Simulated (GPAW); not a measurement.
Consider Mn3O4 (C2/m).

```
Mn O
1.0
     5.51192   -2.87141    0.00000
     5.51192    2.87141    0.00000
    -2.99037    0.00000    4.91296
Mn O
6 8
Direct
  0.00000 0.00000 0.50000
  0.00000 0.50000 0.00000
  0.50000 0.00000 0.00000
  0.00000 0.00000 0.00000
  0.37411 0.37411 0.62310
  0.62589 0.62589 0.37690
  0.75722 0.75722 0.23178
  0.21681 0.76920 0.24403
  0.23080 0.78319 0.75597
  0.78319 0.23080 0.75597
  0.24188 0.24188 0.21370
  0.24278 0.24278 0.76822
  0.75812 0.75812 0.78630
  0.76920 0.21681 0.24403
```

Absorber: atom 11, with 2 Mn at 1.92 Å, 1 Mn at 2.02 Å and 1 Mn at 2.28 Å (distorted tetrahedral, site symmetry m). Method: GPAW, LDA, excited-electron core hole (neutral cell), 14-atom cell with 5.7 Å between holes, 4×4×4 k points, dipole transitions, Gaussian full width 0.9 eV up to 4 eV, rising linearly to 3.5 eV at 25 eV.

Q: What does the O K edge look like?

Main maxima up to 24 eV above the zero (height): 0.7 eV (1.79), 2.7 eV (1.11), 9.5 eV (1.97) and 16.4 eV (0.81). A K edge sees empty p states; the first features are O p mixed into the empty d states of the Mn neighbours, and the broad ones above probably into the cations' higher empty bands. The total-energy difference is 525.66 eV. The functional leaves an error in such absolute values: in the free atom LDA prices this hole 4.1 eV below PBE (computed apart), and PBE is itself good to a few eV.

The O K spectrum (energy from the lowest empty level; intensity scaled to a mean of 1 over the first 20 eV; polarised curves are means over the symmetry-equivalent atoms):

```csv
E (eV),isotropic,ε ∥ x,ε ∥ y,ε ∥ z
-2.0,0.00,0.00,0.00,0.00
-1.5,0.00,0.00,0.00,0.00
-1.0,0.00,0.01,0.00,0.00
-0.5,0.11,0.13,0.09,0.11
0.0,0.73,0.81,0.70,0.67
0.5,1.67,1.67,2.02,1.31
1.0,1.60,1.62,1.99,1.19
1.5,1.08,1.15,1.00,1.08
2.0,0.90,0.96,0.75,1.00
2.5,1.05,0.84,1.13,1.19
3.0,0.99,0.51,1.27,1.18
3.5,0.55,0.23,0.57,0.84
4.0,0.49,0.28,0.38,0.82
4.5,0.61,0.41,0.52,0.91
5.0,0.72,0.56,0.69,0.92
5.5,0.91,0.85,0.92,0.95
6.0,1.00,1.02,0.98,1.00
6.5,1.06,1.09,0.92,1.17
7.0,1.19,1.26,0.87,1.44
7.5,1.35,1.45,0.87,1.75
8.0,1.54,1.68,0.96,1.97
8.5,1.75,1.93,1.27,2.03
9.0,1.91,2.01,1.84,1.88
9.5,1.97,1.88,2.38,1.65
10.0,1.91,1.67,2.56,1.51
10.5,1.72,1.40,2.34,1.41
11.0,1.42,1.11,1.84,1.31
11.5,1.11,0.83,1.31,1.18
12.0,0.84,0.59,0.92,1.02
12.5,0.66,0.43,0.69,0.87
13.0,0.57,0.36,0.58,0.77
13.5,0.55,0.36,0.55,0.73
14.0,0.57,0.42,0.56,0.73
14.5,0.62,0.50,0.61,0.75
15.0,0.69,0.59,0.70,0.78
15.5,0.76,0.66,0.81,0.80
16.0,0.80,0.69,0.90,0.82
16.5,0.81,0.67,0.95,0.82
17.0,0.79,0.62,0.94,0.80
17.5,0.73,0.55,0.88,0.76
18.0,0.66,0.50,0.79,0.70
18.5,0.60,0.46,0.69,0.65
19.0,0.55,0.45,0.59,0.61
19.5,0.53,0.47,0.52,0.59
20.0,0.52,0.51,0.46,0.58
20.5,0.52,0.57,0.42,0.57
21.0,0.53,0.63,0.40,0.57
21.5,0.55,0.69,0.39,0.56
22.0,0.57,0.74,0.40,0.56
22.5,0.59,0.79,0.42,0.55
23.0,0.61,0.82,0.45,0.56
23.5,0.63,0.85,0.48,0.57
24.0,0.66,0.88,0.52,0.59
24.5,0.71,0.93,0.56,0.63
25.0,0.77,1.01,0.61,0.69
25.5,0.84,1.10,0.67,0.76
26.0,0.93,1.21,0.74,0.84
26.5,1.01,1.31,0.81,0.92
27.0,1.09,1.39,0.90,0.98
27.5,1.15,1.43,0.99,1.03
28.0,1.19,1.43,1.09,1.06
28.5,1.21,1.38,1.18,1.07
29.0,1.21,1.31,1.25,1.07
29.5,1.19,1.23,1.29,1.06
30.0,1.16,1.13,1.30,1.04
30.5,1.10,1.03,1.27,1.01
31.0,1.03,0.92,1.21,0.96
31.5,0.96,0.83,1.14,0.90
32.0,0.88,0.75,1.05,0.84
```

The hole lies in one spin channel, while the script sums the empty states of both and takes the lower zero; where the two channels are split, this blurs and shifts the curve. The unit cell's mesh shows no gap over 0.35 eV. That is right for a metallic compound; for a small-gap or correlated insulator it would be the fault of the functional or of the assumed magnetic order, and the hole would be screened too well. The crystal has 3 inequivalent O sites and not all are shown here, while a measurement adds them all. The spins start ferromagnetically in a simple order, which needn't be the measured one; gap and edge can depend on it. The holes are only 5.7 Å apart, so the shape is probably not converged with cell size; no larger cell was run here. The mesh is coarse (0.33 Å⁻¹ between points), so small maxima may be mesh ripples. The structure is a computed Materials Project entry and may be a hypothetical form.

[Banner, clock and machine lines of the logs are left out without a mark of their own.]

[Logs are printed without paths, hosts, clocks, repeated set-up lines and the standing remarks that a program may print on its own settings, such as how far it seeks lower states.]

[Hosts, paths, dates, database ids (printed as entryN), source tags and the programs' standing remarks are cut or masked in the printed files.]

[Lists of maxima count a maximum above −3 eV only where it reaches 4 % of the highest in the window and stands out from its surroundings by 2 % of it (1.5 % where it reaches 55 %); shoulders and weaker maxima are passed over, and of the rest the first, up to two pre-edge ones and the few strongest are named.]
